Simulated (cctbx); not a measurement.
# Solving a structure by charge flipping

Cell a = 2.9770 Å, b = 2.9770 Å, c = 9.6370 Å, α = 90.00°, β = 90.00°, γ = 90.00°; space group I4/mmm (no. 139); content Ir4 Pd2.

Simulated single-crystal data (cctbx): synchrotron X-rays, λ = 0.7749 Å, to d = 0.75 Å, 50 % of the full sphere, strongest reflection 5000 counts, noise from counting, a 2 % proportional error and a noise floor of 4 counts (s.d.); no absorption.

Charge flipping in P1 on plain amplitudes to 0.75 Å, δ = 1.1 σ, 20 % of the reflections treated as weak, 100 cycles:

```text
cycle      R  skewness
    0  0.516     0.19
    8  0.406     3.53
   16  0.220     3.68
   24  0.211     3.48
   32  0.135     3.43
   40  0.164     3.34
   48  0.150     3.30
   56  0.162     3.31
   64  0.137     3.31
   72  0.144     3.26
   80  0.152     3.21
   88  0.119     3.10
   96  0.125     3.13
origin shift          correlation  skewness
 0.415  0.833  0.487      0.995      5.53
 0.440  0.816  0.324      0.996      6.16
 0.430  0.833  0.155      0.994      5.19
 0.441 -0.192  1.478      0.995      5.86
taken: symmetry correlation 0.996, skewness 6.16
peak      x       y       z  mult  height/sigma
Q1    0.0000  0.0000  0.0000    2     13.9
Q2    0.0000  0.0000  0.3219    4      9.7
Q3    0.0000  0.5000  0.0000    4      0.6
Q4    0.0000  0.5000  0.3762    8      0.5
Q5    0.0000  0.0000  0.1144    4      0.4
Q6    0.0000  0.0000  0.4222    4      0.4
Q7    0.2266  0.2266  0.0560   16      0.3
```

The origin is taken among those within 0.04 of the best correlation, by the skewness of the map.

Run time: 0.34 s on 1 thread of Arm Neoverse V2 (shared host), peak memory 0.07 GiB.

**Question.** Which peaks are atoms, and which elements?

Heights follow Z only loosely here, so the multiplicities, which must add up to the content, decide. First model: Q1 = Pd1 (2 in the cell, height 13.9) and Q2 = Ir1 (4 in the cell, height 9.7). Against the true structure, Q1 is Pd and Q2 is Ir; the other peaks are not atoms.

Least squares on F², isotropic:

```text
Rint 0.027, 43 unique reflections to 0.75 A
cycle     R1     wR2    GooF  max shift (A)
   1  0.4956  0.7881  34.052   0.15852
   3  0.0227  0.0501   2.165   0.00002
final R1 0.0227 wR2 0.0501 GooF 2.165  parameters 3  data/parameter 14.3
atom        x        y        z      Ueq    occ   su(xyz)  su(Uiso or U11)
Pd1    0.00000  0.00000  0.00000   0.0120  1.000  0.00000  0.0007
Ir1    0.00000  0.00000  0.34385   0.0131  1.000  0.00013  0.0004
difference map: max 2.85 min -4.70 rms 0.66
Q1    0.0000  0.0000  0.0551    4    2.85  0.53 A from Pd1
Q2    0.0000  0.1691  0.3390   16    2.30  0.51 A from Ir1
Q3    0.0000  0.0000  0.1475    4    1.85  1.42 A from Pd1
Q4    0.2147  0.2147  0.0000    8    1.77  0.90 A from Pd1
Q5    0.0000  0.0000  0.4543    4    1.41  1.06 A from Ir1
```

Anisotropic refinement:

```text
Rint 0.027, 43 unique reflections to 0.75 A
cycle     R1     wR2    GooF  max shift (A)
   1  0.0227  0.0501   2.222   0.00086
   2  0.0132  0.0251   1.111   0.00000
final R1 0.0132 wR2 0.0251 GooF 1.111  parameters 5  data/parameter 8.6
atom        x        y        z      Ueq    occ   su(xyz)  su(Uiso or U11)
Pd1    0.00000  0.00000  0.00000   0.0121  1.000  0.00000  0.0005
Ir1    0.00000  0.00000  0.34394   0.0129  1.000  0.00007  0.0003
difference map: max 1.47 min -1.19 rms 0.36
Q1    0.0000  0.0000  0.1319    4    1.47  1.27 A from Pd1
Q2    0.1953  0.1953  0.0000    8    1.10  0.82 A from Pd1
Q3    0.0000  0.0000  0.4413    4    0.91  0.94 A from Ir1
Q4    0.0000  0.2891  0.2173   16    0.87  1.49 A from Ir1
Q5    0.1996  0.1996  0.2151   16    0.84  1.39 A from Ir1
Q6    0.2118  0.2118  0.3964   16    0.83  1.03 A from Ir1
```

**Reading.** The refinement ends at R1 = 0.0132, wR2 = 0.0251, GooF = 1.11, with difference density between -1.19 and 1.47 e/Å³. Every site matches the true model in element, within 0.001 Å r.m.s., up to an allowed shift of origin.

True model:

```csv
atom,mult.,x,y,z,Ueq (Å²)
Ir1,4,1/2,1/2,0.1561,0.0128
Pd1,2,0,0,0,0.0123
```

The model was made for the exercise: a known structure type with other elements put in, its volume estimated, not relaxed; displacement parameters are assumed.

[Middle refinement cycles are left out of these outputs.]

[Logs are printed without paths, hosts, clocks, repeated set-up lines and the standing remarks that a program may print on its own settings, such as how far it seeks lower states.]
